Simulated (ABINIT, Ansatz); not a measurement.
**Lattice dynamics of Hf (Hafnium) in two programs**

Aim: the phonon dispersion of Hf (Hafnium), checked by a second program.

Calculated with ABINIT 10.8.3; DFT PBE, scalar-relativistic, plane waves, PseudoDojo norm-conserving pseudopotentials.

## Step 1: Starting point

Symmetry: P6_3/mmc, No. 194, hexagonal system. The conventional cell has a = 3.197 Å, b = 3.197 Å, c = 5.058 Å, α = 90.00°, β = 90.00°, γ = 120.00°. Nearest to Hf lie 12 Hf at 3.13 to 3.20 Å.

Structure file:

```
Hf
1.0
     3.19670    0.00000    0.00000
    -1.59835    2.76842    0.00000
     0.00000    0.00000    5.05780
Hf
2
Cartesian
  0.0000 1.8456 1.2645
  1.5984 0.9228 3.7934
```

## Step 2: A probe with smearing

A first run with smearing and empty bands tells whether the crystal has a gap, which decides between fixed occupations and smearing later on.

Contents of probe.abi:

```
# ground state
tolvrs 1.0d-08
prtden 1
prtwf 1

# basis, mesh and filling
ecut 25.0
ngkpt 6 6 4
nshiftk 1
shiftk 0.0 0.0 0.0
istwfk *1
occopt 7
tsmear 0.005
nband 19
nstep 100
diemac 9.0
prtebands 0
prtgsr 0

# cell and atoms
acell 3*1.0 Angstrom
rprim 
    3.1967 0.0 0.0
    -1.59835 2.768423408 0.0
    0.0 0.0 5.0578
ntypat 1
znucl 72
natom 2
typat 1 1
xred 
    1/3 2/3 0.25
    2/3 1/3 0.75
pp_dirpath "./pseudo"
pseudos "Hf.upf"
```

Command:

```console
> OMP_NUM_THREADS=1 mpirun -n 16 abinit probe.abi > probe.log
```

Numbers of over 12 decimals in the logs are rounded to 6 here.

probe.abo, the main output file:

```text
[banners, grids, parts of the stress and lines that vanish by symmetry left out]
- input  file    -> probe.abi
- output file    -> probe.abo
- root for input  files -> probei
[...]
Symmetries : space group P6_3/m m c (#194); Bravais hP (primitive hexag.)
[...]
mpw =        1824          nfft =       40500          nkpt =          21
[...]
== DATASET  1 ==================================================================
[...]
-    --> not optimal distribution: autoparal keyword recommended in input file <--
[...]
cutoff_energies: {ecut:  25.0, pawecutdg:  -1.0, }
[...]
ETOT  1  -112.77360684472    -1.128E+02 1.188E-01 1.731E+01
 ETOT  2  -112.82613507268    -5.253E-02 2.222E-02 8.420E-01
 ETOT  3  -112.82638427402    -2.492E-04 3.789E-03 6.678E-04
 ETOT  4  -112.82638450720    -2.332E-07 1.818E-03 6.981E-06
 ETOT  5  -112.82638450877    -1.575E-09 1.237E-03 9.073E-08
 ETOT  6  -112.82638450879    -1.697E-11 1.022E-03 8.178E-10
 At SCF step    6       vres2   =  8.18E-10 < tolvrs=  1.00E-08 =>converged.
[...]
sigma(1 1)= -5.40083277E-06  sigma(3 2)=  0.00000000E+00
  sigma(2 2)= -5.40083045E-06  sigma(3 1)=  0.00000000E+00
  sigma(3 3)= -3.61351488E-05  sigma(2 1)=  0.00000000E+00
[...]
convergence: {deltae: -1.697E-11, res2:  8.178E-10, residm:  1.022E-03, diffor: null, }
etotal    :  -1.12826385E+02
[...]
sigma(1 1)= -5.40083277E-06  sigma(3 2)=  0.00000000E+00
  sigma(2 2)= -5.40083045E-06  sigma(3 1)=  0.00000000E+00
  sigma(3 3)= -3.61351488E-05  sigma(2 1)=  0.00000000E+00
[...]
- sigma(1 1)= -1.58897986E-01  sigma(3 2)=  0.00000000E+00
- sigma(2 2)= -1.58897918E-01  sigma(3 1)=  0.00000000E+00
- sigma(3 3)= -1.06313278E+00  sigma(2 1)=  0.00000000E+00
[...]
fcart     -2.6744201611E-28 -1.5440772001E-28 -0.0000000000E+00
           strten     -5.4008327674E-06 -5.4008304523E-06 -3.6135148834E-05
================================================================================

[key lines of the parts left out:]
pressure_GPa:   4.6031E-01
```

Run time: 3.9 s. Hardware: 16 MPI ranks of Arm Neoverse V1, shared host.

Read from the output:

- volume per atom: 22.38 Å³
- pressure: 0.4603 GPa
- gap on the k-mesh: 0 eV

No gap opens on this mesh, so smearing is kept; the printed pressure holds the stress of the finite basis too.

## Step 3: Relaxation

The harmonic expansion needs vanishing forces, and a free crystal bears no stress, so cell and atoms are brought to rest. Stress is more sensitive to the basis than forces are: the last 3 Ha under the cutoff are smoothed with ecutsm, and the cutoff is raised above that of the later runs.

Contents of relax.abi:

```
# relaxation
ionmov 2
optcell 2
dilatmx 1.08
ntime 40
tolmxf 1.0d-05
tolvrs 1.0d-14
prtwf 0
prtden 0
chksymtnons 0

# basis, mesh and filling
ecut 32.0
ecutsm 3.0
ngkpt 15 15 8
nshiftk 1
shiftk 0.0 0.0 0.0
istwfk *1
occopt 7
tsmear 0.01
nband 19
nstep 100
diemac 1000000.0
prtebands 0
prtgsr 0

# cell and atoms
acell 3*1.0 Angstrom
rprim 
    3.1967 0.0 0.0
    -1.59835 2.768423408 0.0
    0.0 0.0 5.0578
ntypat 1
znucl 72
natom 2
typat 1 1
xred 
    1/3 2/3 0.25
    2/3 1/3 0.75
pp_dirpath "./pseudo"
pseudos "Hf.upf"
```

Command:

```console
> OMP_NUM_THREADS=1 mpirun -n 16 abinit relax.abi > relax.log
```

relax.abo, the main output file:

```text
[banners, grids, parts of the stress and lines that vanish by symmetry left out]
- input  file    -> relax.abi
- output file    -> relax.abo
- root for input  files -> relaxi
[...]
Symmetries : space group P6_3/m m c (#194); Bravais hP (primitive hexag.)
[...]
mpw =        3333          nfft =       69984          nkpt =         135
[...]
== DATASET  1 ==================================================================
[...]
cutoff_energies: {ecut:  32.0, pawecutdg:  -1.0, }
[...]
ETOT  1  -112.77390253100    -1.128E+02 1.377E-01 2.718E+01
 ETOT  2  -112.82838086732    -5.448E-02 1.848E-02 4.443E-01
 ETOT  3  -112.82846856303    -8.770E-05 8.272E-03 4.591E-03
 ETOT  4  -112.82846914813    -5.851E-07 4.304E-03 2.660E-05
 ETOT  5  -112.82846915128    -3.143E-09 1.396E-03 3.155E-07
[...]
At SCF step    9       vres2   =  8.17E-16 < tolvrs=  1.00E-14 =>converged.
[...]
sigma(1 1)= -2.81542582E-05  sigma(3 2)=  0.00000000E+00
  sigma(2 2)= -2.81542559E-05  sigma(3 1)=  0.00000000E+00
  sigma(3 3)= -3.22247695E-05  sigma(2 1)=  0.00000000E+00
[...]
convergence: {deltae: -4.263E-14, res2:  8.166E-16, residm:  5.931E-04, diffor: null, }
etotal    :  -1.12828469E+02
[...]
ETOT  1  -112.82845999432    -1.128E+02 3.825E-04 2.091E-01
[...]
At SCF step    8       vres2   =  1.49E-15 < tolvrs=  1.00E-14 =>converged.
[...]
sigma(1 1)= -1.84520117E-05  sigma(3 2)=  0.00000000E+00
  sigma(2 2)= -1.84520094E-05  sigma(3 1)=  0.00000000E+00
  sigma(3 3)= -2.16071910E-05  sigma(2 1)=  0.00000000E+00
[...]
convergence: {deltae:  1.293E-12, res2:  1.493E-15, residm:  4.196E-05, diffor: null, }
etotal    :  -1.12828489E+02
[...]
ETOT  1  -112.82839160384    -1.128E+02 3.080E-05 8.141E-01
[...]
At SCF step    8       vres2   =  6.04E-15 < tolvrs=  1.00E-14 =>converged.
[...]
sigma(1 1)=  3.06249040E-07  sigma(3 2)=  0.00000000E+00
  sigma(2 2)=  3.06251320E-07  sigma(3 1)=  0.00000000E+00
  sigma(3 3)= -9.15632697E-07  sigma(2 1)=  0.00000000E+00
[...]
convergence: {deltae: -1.464E-12, res2:  6.036E-15, residm:  1.388E-05, diffor: null, }
etotal    :  -1.12828505E+02
[...]
ETOT  1  -112.82850450287    -1.128E+02 1.158E-05 6.334E-05
[...]
At SCF step    6       vres2   =  1.57E-15 < tolvrs=  1.00E-14 =>converged.
[...]
sigma(1 1)=  3.87873185E-07  sigma(3 2)=  0.00000000E+00
  sigma(2 2)=  3.87875465E-07  sigma(3 1)=  0.00000000E+00
  sigma(3 3)= -6.64575201E-07  sigma(2 1)=  0.00000000E+00
[...]
convergence: {deltae: -2.274E-13, res2:  1.571E-15, residm:  6.283E-06, diffor: null, }
etotal    :  -1.12828505E+02
[...]
ETOT  1  -112.82850444353    -1.128E+02 5.056E-06 4.669E-04
[...]
At SCF step    7       vres2   =  9.70E-16 < tolvrs=  1.00E-14 =>converged.
[...]
sigma(1 1)=  3.19077535E-07  sigma(3 2)=  0.00000000E+00
  sigma(2 2)=  3.19079815E-07  sigma(3 1)=  0.00000000E+00
  sigma(3 3)=  1.09136971E-08  sigma(2 1)=  0.00000000E+00
[...]
convergence: {deltae: -2.842E-13, res2:  9.702E-16, residm:  5.888E-06, diffor: null, }
etotal    :  -1.12828505E+02
[...]
ETOT  1  -112.82850452499    -1.128E+02 4.667E-06 7.623E-05
[...]
At SCF step    7       vres2   =  1.67E-16 < tolvrs=  1.00E-14 =>converged.
[...]
sigma(1 1)=  1.17207866E-07  sigma(3 2)=  0.00000000E+00
  sigma(2 2)=  1.17210146E-07  sigma(3 1)=  0.00000000E+00
  sigma(3 3)=  7.70477147E-08  sigma(2 1)=  0.00000000E+00
[...]
convergence: {deltae:  1.307E-12, res2:  1.670E-16, residm:  2.212E-06, diffor: null, }
etotal    :  -1.12828505E+02
[...]
ETOT  1  -112.82850453668    -1.128E+02 2.048E-06 1.978E-05
[...]
ETOT  5  -112.82850453949     1.066E-12 1.842E-06 1.673E-13
 ETOT  6  -112.82850453949     4.121E-13 1.600E-06 2.257E-15
 At SCF step    6       vres2   =  2.26E-15 < tolvrs=  1.00E-14 =>converged.
[...]
sigma(1 1)=  9.23248376E-09  sigma(3 2)=  0.00000000E+00
  sigma(2 2)=  9.23476367E-09  sigma(3 1)=  0.00000000E+00
  sigma(3 3)=  1.84808190E-08  sigma(2 1)=  0.00000000E+00
[...]
convergence: {deltae:  4.121E-13, res2:  2.257E-15, residm:  1.600E-06, diffor: null, }
etotal    :  -1.12828505E+02
[...]
At Broyd/MD step   7, gradients are converged :
[...]
sigma(1 1)=  9.23248376E-09  sigma(3 2)=  0.00000000E+00
  sigma(2 2)=  9.23476367E-09  sigma(3 1)=  0.00000000E+00
  sigma(3 3)=  1.84808190E-08  sigma(2 1)=  0.00000000E+00
[...]
- sigma(1 1)=  2.71629050E-04  sigma(3 2)=  0.00000000E+00
- sigma(2 2)=  2.71696127E-04  sigma(3 1)=  0.00000000E+00
- sigma(3 3)=  5.43724466E-04  sigma(2 1)=  0.00000000E+00
[...]
fcart     -8.8933508705E-29  1.5403735559E-28 -0.0000000000E+00
           strten      9.2324837567E-09  9.2347636656E-09  1.8480818981E-08
================================================================================

[key lines of the parts left out:]
pressure_GPa:  -3.6235E-04
Total energy (etotal) [Ha]= -1.12828504539493E+02
```

Run time: 1.9 min. Hardware: 16 MPI ranks.

Step by step:

| step | energy less that of the first step (eV) | largest force (eV/Å) | volume (Å³) |
| --- | --- | --- | --- |
| 1 | 0.0000 | 0.0000 | 44.76 |
| 2 | -0.0005 | 0.0000 | 44.88 |
| 3 | -0.0010 | 0.0000 | 45.11 |
| 4 | -0.0010 | 0.0000 | 45.12 |
| 5 | -0.0010 | 0.0000 | 45.12 |
| 6 | -0.0010 | 0.0000 | 45.12 |
| 7 | -0.0010 | 0.0000 | 45.12 |

| conventional cell, symmetrised | before | after | change |
| --- | --- | --- | --- |
| a (Å) | 3.197 | 3.204 | +0.2 % |
| b (Å) | 3.197 | 3.204 | +0.2 % |
| c (Å) | 5.058 | 5.073 | +0.3 % |
| volume (Å³/atom) | 22.38 | 22.56 | +0.8 % |

Final coordinates:

```xyz
2
Lattice="3.2044 0.0000 0.0000 -1.6022 2.7751 0.0000 0.0000 0.0000 5.0735" Properties=species:S:1:pos:R:3 pbc="T T T"
Hf    0.0000    1.8501    1.2684
Hf    1.6022    0.9250    3.8051
```

Read from the output:

| Item | Value |
| --- | --- |
| volume per atom | 22.56 Å³ |
| pressure | -3.62e-4 GPa |

The volume changes by +0.8 % in this run and stands +0.8 % from the first cell.

## Step 4: Self-consistent run for the response

The response is built on these wavefunctions, so the potential is converged far more tightly than an energy would need. Smearing stays on, as the first look found no gap above 0.3 eV.

Contents of gs.abi:

```
# ground state
tolvrs 1.0d-16
prtden 1
prtwf 1

# basis, mesh and filling
ecut 25.0
ngkpt 15 15 8
nshiftk 1
shiftk 0.0 0.0 0.0
istwfk *1
occopt 7
tsmear 0.01
nband 19
nstep 100
diemac 1000000.0
prtebands 0
prtgsr 0

# cell and atoms
acell 3*1.0 Angstrom
rprim 
    3.204386085 0.0 0.0
    -1.602193043 2.775079753 0.0
    0.0 0.0 5.073464808
ntypat 1
znucl 72
natom 2
typat 1 1
xred 
    1/3 2/3 0.25
    2/3 1/3 0.75
pp_dirpath "./pseudo"
pseudos "Hf.upf"
```

Command:

```console
> OMP_NUM_THREADS=1 mpirun -n 16 abinit gs.abi > gs.log
```

gs.abo, the main output file:

```text
[banners, grids, parts of the stress and lines that vanish by symmetry left out]
- input  file    -> gs.abi
- output file    -> gs.abo
- root for input  files -> gsi
[...]
Symmetries : space group P6_3/m m c (#194); Bravais hP (primitive hexag.)
[...]
mpw =        1846          nfft =       40500          nkpt =         135
[...]
== DATASET  1 ==================================================================
[...]
cutoff_energies: {ecut:  25.0, pawecutdg:  -1.0, }
[...]
ETOT  1  -112.77915709525    -1.128E+02 1.523E-01 1.702E+01
 ETOT  2  -112.82791503751    -4.876E-02 2.161E-02 4.373E-01
 ETOT  3  -112.82805591239    -1.409E-04 1.128E-02 1.262E-03
 ETOT  4  -112.82805620684    -2.945E-07 4.115E-03 1.703E-05
 ETOT  5  -112.82805621046    -3.621E-09 1.131E-03 2.215E-07
[...]
ETOT  9  -112.82805621051    -5.826E-13 5.196E-04 4.446E-16
 ETOT 10  -112.82805621051    -4.263E-13 6.321E-04 6.831E-18
 At SCF step   10       vres2   =  6.83E-18 < tolvrs=  1.00E-16 =>converged.
[...]
sigma(1 1)=  1.93318358E-05  sigma(3 2)=  0.00000000E+00
  sigma(2 2)=  1.93318370E-05  sigma(3 1)=  0.00000000E+00
  sigma(3 3)=  1.93551454E-05  sigma(2 1)=  2.05093549E-12
[...]
convergence: {deltae: -4.263E-13, res2:  6.831E-18, residm:  6.321E-04, diffor: null, }
etotal    :  -1.12828056E+02
[...]
sigma(1 1)=  1.93318358E-05  sigma(3 2)=  0.00000000E+00
  sigma(2 2)=  1.93318370E-05  sigma(3 1)=  0.00000000E+00
  sigma(3 3)=  1.93551454E-05  sigma(2 1)=  2.05093549E-12
[...]
- sigma(1 1)=  5.68762246E-01  sigma(3 2)=  0.00000000E+00
- sigma(2 2)=  5.68762280E-01  sigma(3 1)=  0.00000000E+00
- sigma(3 3)=  5.69448039E-01  sigma(2 1)=  6.03406052E-08
[...]
fcart     -5.3360105195E-28 -7.1884099243E-28 -1.1503647461E-25
           strten      1.9331835800E-05  1.9331836976E-05  1.9355145426E-05
================================================================================

[key lines of the parts left out:]
pressure_GPa:  -5.6899E-01
```

The job ended after 14 s (16 MPI ranks; 3.8 min of CPU time).

Read from the output:

```yaml
pressure: -0.5690 GPa
```

The cell stands at -0.57 GPa: the relaxation ran with a smoothed and higher cutoff, and the difference is a stress of the finite basis.

(Part 1 of 4 ends here.)

[Host names and launcher messages were left out of these logs when they were recorded.]

[Logs are printed without paths, hosts, clocks, repeated set-up lines and the standing remarks that a program may print on its own settings, such as how far it seeks lower states.]

[Hosts, paths, dates, database ids (printed as entryN), source tags and the programs' standing remarks are cut or masked in the printed files.]
